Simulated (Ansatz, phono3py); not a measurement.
## Phonon transport in GaP (F-43m)

Wanted: κ(T), lifetimes and mean free paths for GaP.

Experimental results on record:
- thermal conductivity 100 W/m/K near room temperature (given in “Combining the AFLOW GIBBS and Elastic Libraries to efficiently and robustly screen thermo-mechanical properties of solids”, 2017, arXiv:1611.05714)

Program: Ansatz 0.2.0. Level of theory: DFT LDA, scalar-relativistic, plane waves, PAW; PAW set soft_1. Results are calculated unless marked as measured.

**Measured values to reproduce.**

“Temperature dependence of the optical phonon reflection band in GaP” (2021, arxiv:2105.06662) quotes from earlier work for GaP, zinc blende (literature value (Ref. 21), 300 K): Raman mode (TO at Gamma) 367.3 cm⁻¹; infrared mode (TO at Gamma) 366.3 ± 0.3 cm⁻¹.

This is a report of a sequence of runs, with most program output left out.

## (1) Starting point

It takes space group F-43m (No. 216, cubic). Conventional cell: a = 5.451 Å, b = 5.451 Å, c = 5.451 Å, α = 90.00°, β = 90.00°, γ = 90.00°. Nearest to Ga lie 4 P at 2.36 Å. P has 4 Ga at 2.36 Å nearest. Farther neighbours are not listed.

As a file:

```cif
data_structure
_symmetry_space_group_name_H-M 'F-43m'
_symmetry_Int_Tables_number 216
_cell_length_a 5.4505
_cell_length_b 5.4505
_cell_length_c 5.4505
_cell_angle_alpha 90.000
_cell_angle_beta 90.000
_cell_angle_gamma 90.000
_cell_volume 161.92
loop_
_atom_site_label
_atom_site_type_symbol
_atom_site_symmetry_multiplicity
_atom_site_Wyckoff_symbol
_atom_site_fract_x
_atom_site_fract_y
_atom_site_fract_z
_atom_site_occupancy
Ga1 Ga 4 a 0.00000 0.00000 0.00000 1
P1 P 4 d 0.25000 0.25000 0.75000 1
```

## (2) A first coarse run

Before spending time, one coarse run tells the gap and the pressure of the starting cell.

input.yaml reads:

```yaml
crystal:
  lattice:
    - [0.0, 2.72525, 2.72525]
    - [2.72525, 0.0, 2.72525]
    - [2.72525, 2.72525, 0.0]
  atoms:
    - { symbol: Ga, position: [0.0, 0.0, 0.0] }
    - { symbol: P, position: [0.25, 0.25, 0.25] }
kpoints:
  mp_grid: { grid: [6, 6, 6] }
hamiltonian:
  xc: lda
  pseudopotentials: { kind: paw, azcp: { folder: soft_1 }, xc_functional: pbe }
scf:
  occupations: { method: gaussian, width: 0.1 }
  lower_state_search: "off"
output:
  forces: true
  stress: true
  eigenvalues: true
```

Run with:

```
> ansatz run input.yaml --threads 8 --pin off --max-ram 19456MiB --backend cpu --events-out ev --progress --plain --runs-dir out
```

Wall time 0.89 s (8 threads of Arm Neoverse V1, shared host); peak memory 0.29 GiB; 1.9 s of CPU time.

Numbers from this step:

```
pressure          : -2.724 GPa
gap on the k-mesh : 1.491 eV
volume per atom   : 20.24 Å³/atom
```

The start is under -2.7 GPa at this level and looks like an insulator or semiconductor on this mesh.

## (3) Relaxation

Phonons are second derivatives about a minimum, so cell and atoms are relaxed first, inside the symmetry of the start.

input.yaml, the sections that differ from step 2:

```yaml
kpoints:
  mp_grid: { grid: [8, 8, 8] }
scf:
  occupations: { method: gaussian, width: 0.02 }
  lower_state_search: "off"
output:
  forces: true
  stress: true
  eigenvalues: true
  write_density: true
  write_potential: true
  elf: true
  volumetric_format: npy
relax:
  adjacent_minimum: "off"
  f_tol: 0.005
  max_steps: 80
  cell: { stress_tol: 0.05 }
# crystal, hamiltonian: as in step 2
```

Run time: 2 s. Hardware: 8 threads; peak memory 0.36 GiB; 12 s of CPU time.

Relaxation path:

```
step  energy less that of the first step (eV)  largest force component (eV/Å)  pressure (GPa)  volume (Å³)
   1                                   0.0000                          0.0000           -2.74        40.48
   2                                  -0.0106                          0.0000           -0.86        39.56
   3                                  -0.0116                          0.0000            0.05        39.16
   4                                  -0.0116                          0.0000            0.00        39.18
  5*                                  -0.0115                          0.0000            0.00        39.18
```

Relaxation steps marked * repeat the geometry before them on a plane-wave basis chosen anew for their cell, so energy and pressure can jump there.

The run keeps the 24 symmetry operations that it works with, so distortions that break them were not tested.

```
conventional cell, symmetrised  before  after  change
                         a (Å)   5.451  5.391  -1.1 %
                         b (Å)   5.451  5.391  -1.1 %
                         c (Å)   5.451  5.391  -1.1 %
              volume (Å³/atom)   20.24  19.59  -3.2 %
```

Final coordinates:

```
Ga P
1.0
     0.00000    2.69571    2.69571
     2.69571    0.00000    2.69571
     2.69571    2.69571    0.00000
Ga P
1 1
Cartesian
  0.0000 0.0000 0.0000
  1.3479 1.3479 1.3479
```

Numbers from this step:

```yaml
pressure: -0.001124 GPa
gap_on_the_k_mesh: 1.430 eV
volume_per_atom: 19.59 Å³/atom
```

Electrostatic potential energy in the ac plane of a cell with a along [110], b along [-110] and c along [001] of the cube at fractional y = 0.000, with atoms of Ga and P within 0.2 Å of it. With pseudopotentials it is smooth inside the atoms' cores, unlike the true potential.

Ten even steps from '0' (-42 eV) to '9' (28 eV), each cell a mean:
```
985666665899666666569
655532355566564224656
666300036666651001566
776300036777651001567
776410146777762003677
777654567777766446677
777776777777777667777
777777777777777777777
777777777777777777777
777777777777777777777
677777777766777777776
556777776555677777765
865677765688567777658
985677765999757777579
```
Columns run along a (7.6 Å; values clipped at the 3rd and 97th percentile), rows up along c (5.4 Å), edges of the conventional cell, whose origin can differ from the input's. Atoms in or near the plane, at fractional coordinates: Ga at (0.50, 0.00), Ga at (0.00, 0.00), P at (0.75, 0.75), P at (0.25, 0.75).

Valence density in the ac plane of a cell with a along [110], b along [-110] and c along [001] of the cube at fractional y = 0.000, with atoms of Ga and P within 0.2 Å of it. It is the smooth field of the valence electrons, not physical close to the nuclei.

Values in e/Å³, 8 rows by 16 columns, each cell a mean:
```
10  1  1  1  1  1  1  6 10  1  1  1  1  1  1  6
 0  0  1  1  0  1  0  0  0  0  1  1  0  1  0  0
 0  0  0  1  0  1  0  0  0  0  0  1  0  1  0  0
 0  0  0  0  0  0  0  0  0  0  0  0  0  0  0  0
 0  0  0  0  0  0  0  0  0  0  0  0  0  0  0  0
 0  0  0  0  0  0  0  0  0  0  0  0  0  0  0  0
 1  0  0  0  0  0  0  0  1  0  0  0  0  0  0  0
19  2  0  0  0  0  1 11 19  2  0  0  0  0  1 11
```
Columns run along a (7.6 Å), rows up along c (5.4 Å), edges of the conventional cell, whose origin can differ from the input's. Atoms in or near the plane, at fractional coordinates: Ga at (0.50, 0.00), Ga at (0.00, 0.00), P at (0.75, 0.75), P at (0.25, 0.75).

ELF in the ac plane of a cell with a along [110], b along [-110] and c along [001] of the cube at fractional y = 0.000, with atoms of Ga and P within 0.2 Å of it. It is the smooth field of the valence electrons, not physical close to the nuclei.

Ten even steps from '0' (0.01) to '9' (0.87), each cell a mean:
```
013788873100258888520
136997996312489889842
358951598433798228963
258820288523785005873
136753576311576447741
014788864100257887520
001467641000025765200
000123210000001221000
000000000000000000000
110000000111000000001
221000001222210000122
222100012222220000222
122211122111222112221
102444442010134444310
```
Columns run along a (7.6 Å), rows up along c (5.4 Å), edges of the conventional cell, whose origin can differ from the input's. Atoms in or near the plane, at fractional coordinates: Ga at (0.50, 0.00), Ga at (0.00, 0.00), P at (0.75, 0.75), P at (0.25, 0.75).

The relaxation ends with a pressure of 0.00 GPa.

## (4) Tight relaxation

The relaxation is repeated with tighter thresholds on force and stress, since phonons are sensitive to what is left; a change of mesh or smearing in the input moves the cell too.

input.yaml reads:

```yaml
crystal:
  lattice:
    - [0.0, 2.6957056718, 2.6957056718]
    - [2.6957056718, 0.0, 2.6957056718]
    - [2.6957056718, 2.6957056718, 0.0]
  atoms:
    - { symbol: Ga, position: [0.0, 0.0, 0.0] }
    - { symbol: P, position: [0.25, 0.25, 0.25] }
kpoints:
  mp_grid: { grid: [9, 9, 9] }
hamiltonian:
  xc: lda
  pseudopotentials: { kind: paw, azcp: { folder: soft_1 }, xc_functional: pbe }
scf:
  occupations: { method: fixed }
  lower_state_search: "off"
output:
  forces: true
  stress: true
  eigenvalues: true
relax:
  adjacent_minimum: "off"
  f_tol: 0.001
  max_steps: 60
  cell: { stress_tol: 0.01 }
```

The job ended after 1.6 s (8 threads; peak memory 0.35 GiB).

Little changed from the start: no atom moved by 0.005 Å and no cell edge by 0.1 %.

Numbers from this step:

```
pressure          : -9.03e-4 GPa
gap on the k-mesh : 1.387 eV
```

The residual pressure is -9.0e-4 GPa, small enough for phonons.

## (5) Third-order constants on small settings, third order supercell 2×2×2, atoms in the supercell 16

A small supercell and a short cutoff cost little, and show how far such settings carry.

input.yaml, the sections that differ from step 4:

```yaml
kpoints:
  mp_grid: { grid: [6, 6, 6] }
output:
  eigenvalues: true
phonons:
  method: fd
  dielectric: true
  supercell: [2, 2, 2]
  temperatures: { t_max: 1000, t_step: 50 }
  qpath:
    path:
      - [[0.0, 0.0, 0.0], [-0.5, -0.5, 0.0], [-0.375, -0.375, 0.25]]
      - [[-0.375, 0.0, 0.375], [0.0, 0.0, 0.0], [0.0, 0.0, 0.5], [-0.5, -0.25, 0.25], [-0.5, -0.5, 0.0]]
    npoints: 10
  third_order: { supercell: [2, 2, 2], pair_cutoff: 2.485 }
  lattice_thermal_conductivity:
    qmesh: [11, 11, 11]
    temperatures: [100.0, 150.0, 200.0, 300.0, 400.0, 500.0, 600.0, 800.0]
    isotope_mass_variance: [{ species: Ga, variance: 0.0001971 }, { species: P, variance: 0.0 }]
# crystal, hamiltonian, scf: as in step 4
# relax: removed
```

The job ended after 2.4 min (8 threads; peak memory 1.4 GiB; 19 min of CPU time).

Numbers from this step:

```yaml
gamma_frequencies: 0, 0, 0, 365.4, 365.4, 365.4 cm⁻¹ (negative: imaginary)
lowest_frequency_on_the_path: 0 cm⁻¹
zero_point_energy: 0.09300 eV/cell
point_group: -43m
highest_frequency: 395.8 cm⁻¹
debye_temperature_from_the_second_moment: 518 K
kappa_at_300_k_relaxation_time: 66.99 W/m/K
kappa_at_300_k_full_solution: 67.72 W/m/K
dipole_term: run
mean_free_path_at_half_of_kappa: 187 nm
share_of_kappa_above_the_three_lowest_branches: 0.007
third_order_blocks: 26
periodic_aliases_dropped: 0
largest_relative_sum_rule_correction: 0.05637
displaced_cells_third_order: 36
```

W/m/K. Kappa, by row:

```
T (K)  RTA xx  RTA yy  RTA zz  full xx  full yy  full zz  coherence part xx  coherence part yy  coherence part zz     ending  iterations  least Ritz value
  100   183.5   183.5   183.5    187.4    187.4    187.4           0.002396           0.002396           0.002396  converged           7             0.732
  150   127.7   127.7   127.7    129.4    129.4    129.4           0.005523           0.005523           0.005523  converged           7             0.721
  200    97.9    97.9    97.9    98.98    98.98    98.98            0.00849            0.00849            0.00849  converged           7             0.714
  300   66.99   66.99   66.99    67.72    67.72    67.72            0.01336            0.01336            0.01336  converged           7             0.707
  400   51.03   51.03   51.03    51.61    51.61    51.61            0.01739            0.01739            0.01739  converged           7             0.703
  500   41.26   41.26   41.26    41.74    41.74    41.74            0.02102            0.02102            0.02102  converged           7               0.7
  600   34.64   34.64   34.64    35.06    35.06    35.06            0.02444            0.02444            0.02444  converged           7             0.698
  800   26.25   26.25   26.25    26.58    26.58    26.58            0.03096            0.03096            0.03096  converged           7             0.696
```

This rung gives 67.0 W/(m K) at 300 K by relaxation time, but with 16 atoms, 1 neighbour distance inside the cutoff and a 11×11×11 mesh it is a test, not the conductivity of the crystal.

## (6) Third-order constants on small settings, third order supercell 3×3×3, atoms in the supercell 54

Edit input.yaml of step 5 so:

```diff
@@ -21,3 +21,3 @@
   dielectric: true
-  supercell: [2, 2, 2]
+  qmesh: [6, 6, 6]
   temperatures: { t_max: 1000, t_step: 50 }
@@ -28,5 +28,5 @@
     npoints: 10
-  third_order: { supercell: [2, 2, 2], pair_cutoff: 2.485 }
+  third_order: { supercell: [3, 3, 3], pair_cutoff: 2.485 }
   lattice_thermal_conductivity:
-    qmesh: [11, 11, 11]
+    qmesh: [19, 19, 19]
     temperatures: [100.0, 150.0, 200.0, 300.0, 400.0, 500.0, 600.0, 800.0]
```

Run time: 14 min. Hardware: 8 threads; peak memory 10 GiB.

This step gave:

- zero-point energy: 0.09337 eV/cell
- highest frequency: 395.7 cm⁻¹
- κ at 300 K (relaxation time): 105.5 W/m/K
- κ at 300 K (full solution): 104.3 W/m/K
- mean free path at half of κ: 948 nm
- share of κ above the three lowest branches: 0.01
- largest relative sum-rule correction: 0.04640

W/m/K. Kappa, by row:

```
T (K)  RTA xx  RTA yy  RTA zz  full xx  full yy  full zz  coherence part xx  coherence part yy  coherence part zz     ending  iterations  least Ritz value
  100   398.6   398.6   398.6    393.6    393.6    393.6           0.002869           0.002869           0.002869  converged           7             0.703
  150   232.1   232.1   232.1    229.1    229.1    229.1           0.006473           0.006473           0.006473  converged           7             0.686
  200   164.1   164.1   164.1    162.1    162.1    162.1             0.0101             0.0101             0.0101  converged           7             0.682
  300   105.5   105.5   105.5    104.3    104.3    104.3            0.01655            0.01655            0.01655  converged           7             0.721
  400   78.59   78.59   78.59     77.8     77.8     77.8            0.02224            0.02224            0.02224  converged           7             0.728
  500   62.91   62.91   62.91     62.3     62.3     62.3            0.02747            0.02747            0.02747  converged           7              0.71
  600   52.55   52.55   52.55    52.05    52.05    52.05            0.03242            0.03242            0.03242  converged           7             0.699
  800   39.63   39.63   39.63    39.26    39.26    39.26             0.0417             0.0417             0.0417  converged           7             0.689
```

This rung gives 106 W/(m K) at 300 K by relaxation time, but with 54 atoms, 1 neighbour distance inside the cutoff and a 19×19×19 mesh it is a test, not the conductivity of the crystal.

## (7) The ladder

Ladder, by row:

```
cells or q mesh  k mesh  pair cutoff  atoms in the supercell  q-mesh of the transport sums  κ at 300 K (relaxation time) (W/m/K)  κ at 300 K (full solution) (W/m/K)  core-minutes
          2x2x2   6x6x6        2.485                      16                      11×11×11                                 66.99                               67.72          18.7
          6x6x6   6x6x6        2.485                      54                      19×19×19                                 105.5                               104.3         111.2
```

## (8) Summary of results

- conductivity: not obtained on sound settings

What this shows: No conductivity was obtained: no run with a large enough supercell and cutoff finished.

Comparison with the measured values:

| quantity | measured | LDA |
| --- | --- | --- |
| Raman mode, TO at Gamma (cm⁻¹) | 367.3 | 365 (-0.5 %) |
| infrared mode, TO at Gamma (cm⁻¹) | 366.3 | 365 (-0.2 %) |

Measured values from arxiv:2105.06662 (2021).

**Verdict.** The Raman mode is off by -0.5 %: good agreement. The infrared mode is off by -0.2 %: good agreement. The grades are ours: good and fair within 3 and 7 % for the Raman mode and 3 and 7 % for the infrared mode. Zero-point motion and thermal expansion (measured at up to 300 K) are not in the computed Raman mode and infrared mode.

[Logs are printed without paths, hosts, clocks, repeated set-up lines and the standing remarks that a program may print on its own settings, such as how far it seeks lower states.]

[Hosts, paths, dates, database ids (printed as entryN), source tags and the programs' standing remarks are cut or masked in the printed files.]

[A step with changed settings may run another functional than the one named; its input shows which.]
